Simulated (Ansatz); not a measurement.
# VInSi in the AlB2 type: lattice stability ahead of a resistivity run, part 2 of 3

Question: is the lattice of VInSi in the AlB2 type stable, and if so, what are its coupling constant and resistivity?

Ansatz 0.2.0; DFT PBE, scalar-relativistic, plane waves, PAW; PAW set soft_1.

So far. Step 3 (Relaxation): The largest force is now zero by symmetry and the largest stress component 0.0050 GPa. The relaxed cell has a = 4.646, c = 2.667 Å (conventional setting).

The structure was built from a prototype and need not be the compound's stable phase.

**4. Relaxing tightly for phonons**

No force is left; the cell is relaxed once more with another smearing and tight thresholds.

Input file input.yaml:

```yaml
crystal:
  lattice:
    - [4.6462706113, 3.3216e-06, 0.0]
    - [-2.3231381822, 4.0237867214, 0.0]
    - [0.0, 0.0, 2.667418827]
  atoms:
    - { symbol: V, position: [0.0, 0.0, 0.0] }
    - { symbol: Si, position: [0.3333333333, 0.6666666667, 0.5] }
    - { symbol: In, position: [0.6666666667, 0.3333333333, 0.5] }
kpoints:
  mp_grid: { grid: [6, 6, 12] }
hamiltonian:
  xc: pbe
  pseudopotentials: { kind: paw, azcp: { folder: soft_1 } }
scf:
  occupations: { method: methfessel_paxton, width: 0.2 }
output:
  forces: true
  stress: true
  eigenvalues: true
relax:
  adjacent_minimum: "off"
  f_tol: 0.001
  max_steps: 60
  cell: { stress_tol: 0.01 }
```

On the command line:

```console
$ ansatz run input.yaml --threads 4 --pin off --max-ram 12288MiB --backend cpu --events-out ev --progress --plain --runs-dir out
```

Numbers of over 12 decimals in the logs are rounded to 6 here.

The program printed:

```text
[the first part of the log is left out]
  E_vxc        = -283.796696  (∫ρ·V_xc dr)
  E_paw        = -5847.276266  (= ΣΔE_a)
  E_vpaw       = -493.066855  (= ΣTr[D̂ρ^β])
  E_aug_tail   = 0.001269  (compensation charges beyond the density's cutoff)
  E_ewald      = -2644.852680
  E_smearing   = -0.001156  (= −TS)
  E_closure    = -0.000000  (closes the sum)
  Σ components = -9144.918275   (vs F -9144.918275, Δ=0.00e0)
[...]
--- Stress (GPa, compression-positive) ---
       -0.000011      -0.000000      -0.000000
       -0.000000      -0.000011      -0.000000
       -0.000000      -0.000000       0.007049
  P = ⅓ Tr σ = 0.0023 GPa (0.023 kbar)
--- Band table (eV; the first three rows and the last of 49) ---
[...]
--- Relaxed structure (4 steps of the walk, 4 accepted, 1 SCFs on fresh bases) ---
[...]
cell:  # Å, volume = 49.7744 Å³
    - [4.635966, 3.3142100881445823e-6, 0]
    - [-2.317986, 4.014862, 0]
    - [0, 0, 2.674206]
  atoms:
    - { symbol: V, position: [0, 0, 0] }
    - { symbol: Si, position: [0.333333, 0.666667, 0.500000] }
    - { symbol: In, position: [0.666667, 0.333333, 0.500000] }
```

It took 5.8 s on 4 threads of Arm Neoverse V2, shared host; peak memory 0.4 GiB.

Step by step:

```csv
step,energy less that of the first step (eV),largest force component (eV/Å),pressure (GPa),volume (Å³)
1,0.0000,0.0000,-0.13,49.87
2,-0.0006,0.0000,0.13,49.71
3,-0.0006,0.0000,-0.03,49.79
4,-0.0006,0.0000,0.00,49.77
5,-0.0006,0.0000,0.00,49.77
```

The log counts 1 steps on a newly chosen plane-wave basis, not all of them marked here; energy and pressure can jump at such steps.

```csv
"conventional cell, symmetrised",before,after,change
a (Å),4.646,4.636,-0.2 %
b (Å),4.646,4.636,-0.2 %
c (Å),2.667,2.674,+0.3 %
volume (Å³/atom),16.62,16.59,-0.2 %
```

The relaxed structure:

```
V Si In
1.0
     4.63597    0.00000    0.00000
    -2.31799    4.01486    0.00000
     0.00000    0.00000    2.67421
V Si In
1 1 1
Direct
  0.00000 0.00000 0.00000
  0.33333 0.66667 0.50000
  0.66667 0.33333 0.50000
```

This step gave:

| Item | Value |
| --- | --- |
| pressure | 0.002342 GPa |
| volume per atom | 16.59 Å³/atom |

The largest force is now zero by symmetry and the largest stress component 0.0070 GPa, small enough for phonons.

**5. Phonons: q 2×2×2, k 4×4×6**

Before any scattering is computed, the phonons show whether the structure is a minimum.

Input file input.yaml:

```yaml
crystal:
  lattice:
    - [4.6359657829, 3.3142e-06, 0.0]
    - [-2.3179857616, 4.0148624819, 0.0]
    - [0.0, 0.0, 2.6742063997]
  atoms:
    - { symbol: V, position: [0.0, 0.0, 0.0] }
    - { symbol: Si, position: [0.3333333333, 0.6666666667, 0.5] }
    - { symbol: In, position: [0.6666666667, 0.3333333333, 0.5] }
kpoints:
  mp_grid: { grid: [4, 4, 6] }
hamiltonian:
  xc: pbe
  pseudopotentials: { kind: paw, azcp: { folder: soft_1 } }
scf:
  occupations: { method: methfessel_paxton, width: 0.2 }
output:
  eigenvalues: true
phonons:
  method: dfpt
  qmesh: [2, 2, 2]
  temperatures: { t_max: 1000, t_step: 50 }
  qpath:
    path:
      - [[0.0, 0.0, 0.0], [0.5, 0.0, 0.0], [0.33333333, 0.33333333, 0.0], [0.0, 0.0, 0.0], [0.0, 0.0, 0.5], [0.5, 0.0, 0.5], [0.33333333, 0.33333333, 0.5], [0.0, 0.0, 0.5]]
      - [[0.5, 0.0, 0.5], [0.5, 0.0, 0.0]]
      - [[0.33333333, 0.33333333, 0.5], [0.33333333, 0.33333333, 0.0]]
    npoints: 10
```

The program printed:

```text
Warning: phonons: the dynamical matrix that this run interpolates holds no multipole term above the dipole-dipole one, and a site of this crystal is no centre of inversion, so its interpolated transverse optical and acoustic branches and sound speeds can stay off near Gamma, and the density of states and the thermodynamics with them. What a run solves at a wave vector of phonons.qpoints, Gamma apart, where the deck admits one, is free of this, and under fd what a larger phonons.supercell samples
[...]
Crystal: 3 atoms, lattice volume = 49.774 Å³
Basis set: ecut = 420 eV, 939 PW (Γ), exchange–correlation on 64×64×36 points (8 copies of the dense FFT grid, shifted against one another)
Bands: 19, of which v1, the nominal top of the filled ones, is band 15 counted from 1 (14 counted from 0)
Symmetry: 12 space group operations
k-points: 16 of 96 (time reversal used)
[...]
SCF iter   1: F=—  HF=-9145.724884 eV  |F-HF|=—  |Δ(HF+E_count)|=         —  Δρ=7.37e-2  dr2=5.93e0  ethr=3.10e-3  ⟨swp⟩=5.2  Hψ=1365  notcnv=0
[...]
SCF iter  10: F=-9144.901247 eV  HF=-9144.901247 eV  |F-HF|=0.00e0  |Δ(HF+E_count)|=  3.64e-11  S|Δr|=    0.00e0  Δρ=8.75e-8  dr2=2.33e-12  ethr=1.00e-12  ⟨swp⟩=5.3  Hψ=1323  notcnv=0
SCF 1 converged in 10 iterations: F = -9144.901247 eV  dr2 = 2.33e-12
[...]
SCF iter   1: F=—  HF=-9144.901232 eV  |F-HF|=—  |Δ(HF+E_count)|=         —  Δρ=4.93e-7  dr2=1.69e-10  ethr=2.70e-7  ⟨swp⟩=3.0  Hψ=2210  notcnv=0
eigensolver tolerance schedule: the retry pair's looser diagonalisation over-reported the residual by 478889.79 of it (diagonalisation noise at an unbounded share of the residual, at the tolerance the schedule requests for it); recorded, not acted on — ethr = c·dr2/N_el stays at c = 1.0e-1
[...]
SCF iter   2: F=—  HF=-9144.901247 eV  |F-HF|=—  |Δ(HF+E_count)|=   1.45e-5  S|Δr|=    0.00e0  Δρ=3.40e-7  dr2=1.05e-10  ethr=1.00e-12  ⟨swp⟩=3.4  Hψ=753  notcnv=0
[...]
SCF iter   5: F=-9144.901247 eV  HF=-9144.901247 eV  |F-HF|=1.82e-12  |Δ(HF+E_count)|=  1.82e-12  S|Δr|=    0.00e0  Δρ=1.68e-8  dr2=2.27e-13  ethr=1.00e-12  ⟨swp⟩=2.1  Hψ=560  notcnv=0
SCF 2 converged in 5 iterations: F = -9144.901247 eV  dr2 = 2.27e-13
phonons: the bands overlap, so this run is a metal and interpolates without the dipole-dipole term. If the crystal is really an insulator or semiconductor, its LO-TO splitting is missing
NSCF: frozen V_eff on 16 k-points
[...]
DFPT response loops at q = (0, 0, 0) (fractional): preconditioner auto → Kerker (q_TF=auto, 2.508 Å⁻¹) (partly filled bands, converged f_vac=0.000); β = 1.00, the filter's whole step (`scf.mixing.beta` (0.50) is not read by the response loops under this deck's `scf.mixing.preconditioner`; to damp them name `kerker` or `kerker_dos`, under which they read `scf.mixing.beta`, and type it under 1.00, their step now; both keys bind the ground state too); Broyden in place of MSR1
[...]
SCF converged after 10 iterations
Stability not checked: this state was not tested for a lower state beside it, because cold or Methfessel-Paxton smearing, or corrected tetrahedra, fill the levels in a way that the test cannot read (fill_not_monotonic; see scf.lower_state_search)
Free energy (F): -9144.901247 eV
[...]
Internal energy: -9144.883681 eV  (E = F + TS)
E sigma→0 (E₀):  -9144.896856 eV
Entropy (-TS):   -0.017565 eV (-5.855 meV/atom)
Fermi energy:    13.636652 eV
[...]
--- Band table (eV; the first three rows and the last of 16) ---
  k-point 0: bands = [... 11 lower, 9.5828, 9.8434, 11.7652, 13.3061, 13.3061, 14.9787, 14.9787, 15.8421]
  k-point 1: bands = [... 11 lower, 10.1483, 10.3687, 12.3216, 12.8440, 12.8440, 15.5616, 15.5616, 15.9554]
  k-point 2: bands = [... 11 lower, 11.6389, 11.6389, 11.9699, 12.1778, 12.1778, 15.1424, 15.3059, 15.3059]
  k-point 15: bands = [... 11 lower, 9.4955, 10.8159, 11.1715, 13.6344, 13.9063, 14.0429, 14.7714, 14.9363]
--- Phonons (Γ-DFPT): 6 representative perturbations + reference (Σ response iterations 18) ---
  ASR residual: 6.602e-5 → 0.000e0 eV/Å²; symmetrization residual: 1.690e-5 eV/Å²
  ASR residual per site (eV/Å²): 5.03e-5 6.60e-5 2.70e-5
  Γ frequencies (cm⁻¹): -52.99 0.00 0.00 0.00 67.69 67.69 92.78 268.65 268.65
--- Phonons (arbitrary-q DFPT): 4 irreducible q on the 2×2×2 mesh ---
  q = [0.0000, 0.0000, 0.0000] (star 1, of the zone-centre solve; hermiticity 3.80e-6, symmetrization 1.43e-7): -52.99 -0.00 0.00 0.00 67.69 67.69 92.78 268.65 268.65
  q = [0.0000, 0.0000, -0.5000] (star 1, 6 solved perturbations in 168 linear systems a pass and spin channel, the states on 40 of 96 k-point pairs; hermiticity 4.62e-7, symmetrization 8.14e-8): 63.29 63.29 157.44 159.02 159.02 159.54 259.75 260.49 260.49
[...]
sum rule: each row above includes the acoustic sum rule's correction from the zone centre's row sums; it moved no ω² by more than (0.80 cm⁻¹)²
  mesh force constants: q→R imaginary residual 8.53e-18; ASR residual 6.602e-5 → 0.000e0 eV/Å²; symmetrization residual 1.243e-14 eV/Å²
  interpolated dispersion: 93 rows × 9 modes
  density of states and harmonic sums: on the 16×16×24 q-mesh, interpolated from the force constants of a 2×2×2 supercell (no non-analytic term)
  largest difference from the sums on the solved wave vectors: F 5.85e-2 eV, S 7.07e-5 and C_V 1.83e-5 eV/K
  zero-point energy: 0.076310 eV/cell   skipped modes (ω ≤ 0): 434, of them read as no rigid motion or as one in doubt: 431 (1.129e0 modes/cell left out, lowest -74.46 cm⁻¹)   left out of the sums: 1.25e-1 of the cell's modes: C_V's classical limit lies that fraction below 3 k_B per atom; for a crystal, a wire or a layer, F and S can be off by more, and a phonons.interpolated_qmesh denser along its periods is the remedy for the sampling
```

Run time: 25 s. Hardware: 4 threads; peak memory 0.49 GiB.

Numbers from this step:

| Property | Result |
| --- | --- |
| share of imaginary modes in the plain interpolation between solved wavevectors | 0.1254 |
| highest frequency, solved or plainly interpolated | 283 cm⁻¹ |

Solved on the 2×2×2 mesh alone; all other wavevectors are interpolated. The phonon branches at the labelled points (cm⁻¹):

```csv
point,branch 1,branch 2,branch 3,branch 4,branch 5,branch 6,branch 7,branch 8,branch 9
Γ,-53,0,0,0,68,68,93,269,269
halfway,-66,-59,-44,15,78,123,126,260,272
M,-70,-68,13,34,69,134,149,255,276
halfway,-70,-56,16,56,66,109,164,250,280
K,-70,17,39,42,62,91,171,246,283
halfway,-75,-61,19,35,74,107,145,256,274
Γ,-53,0,0,0,68,68,93,269,269
halfway,51,51,103,120,120,126,188,264,264
A,63,63,157,159,159,160,260,260,260
halfway,48,84,135,139,145,180,260,261,265
L,27,84,105,118,144,196,260,261,269
halfway,-44,105,106,130,142,187,254,260,274
H,-59,103,119,138,152,171,250,259,277
halfway,32,94,128,140,142,180,259,260,268
A,63,63,157,159,159,160,260,260,260
jump to L,27,84,105,118,144,196,260,261,269
halfway,-53,59,82,128,133,141,193,258,272
M,-70,-68,13,34,69,134,149,255,276
jump to H,-59,103,119,138,152,171,250,259,277
halfway,-57,63,98,108,119,164,192,248,280
K,-70,17,39,42,62,91,171,246,283
```

The phonon branches as a text plot (rows in cm⁻¹):

```
    276 |*****************            *******    ****************
    261 | *****      ***  ********************************
    246 |      ******          *        ***      *       ********
    231 |                     *                   *        *
    216 |                    *                     *
    201 |                             *
    186 |                   *      *** **  **    *  *       *
    171 |       ***               *      **  **   *  *   ********
    156 |     **   **      *   ****      *    ***  *    **
    141 |   ***              ***   ************  ** ********  *
    126 |   *  *     *    * **      ** *    *     ****   ****
    111 |  *        ***    *        ********     *   **     ** *
     96 |**     ****  ***** *          * *  *     **     ** *** *
     82 |****        ***   *       ****      **  ** *  *   * ***
     67 |    ********   **    *****            **  * ** *   * ***
     52 |      * *  *     ****    **         **     *        * **
     37 |     *          **         **               ****     * *
     22 |   ** *******                *                *       *
      7 | **  *       * **                              *       *
     -8 |*           * *
    -23 |*        *    *               *    *    *
    -38 | * *         **                   *      **
    -53 |***    *    *****              ***         ***  *****
    -68 |  ************                               ***     ***
         Γ    M  K      Γ       A     L  H     A|L     M|H      K
```

Lowest modes at the softest wavevector of the mesh. The modes at q = (0.000, 0.500, 0.000) (shares of kinetic energy by element, %) (negative means imaginary):

```csv
mode,frequency (cm⁻¹),V %,Si %,In %
1,-70.4,88,7,5
2,-68.2,27,17,56
3,12.8,3,87,9
4,33.7,97,0,2
5,68.9,8,6,86
6,134.4,2,11,88
```

Displacements in mode 1 (-70.4 cm⁻¹), the largest set to 1, in the home cell:
```
V1  0.00 0.00 1.00
Si2 0.00 0.00 0.37
In3 0.00 0.00 0.16
```

Displacements in mode 5 (68.9 cm⁻¹), the largest set to 1, in the home cell:
```
V1   0.00  0.00 -0.47
Si2  0.00  0.00  0.53
In3  0.00  0.00  1.00
```

Among the solved wavevectors the lowest mode, translations apart, is -70.4 cm⁻¹, imaginary.

[end of part 2 of 3]

[Logs are printed without paths, hosts, clocks, repeated set-up lines and the standing remarks that a program may print on its own settings, such as how far it seeks lower states.]

[Hosts, paths, dates, database ids (printed as entryN), source tags and the programs' standing remarks are cut or masked in the printed files.]
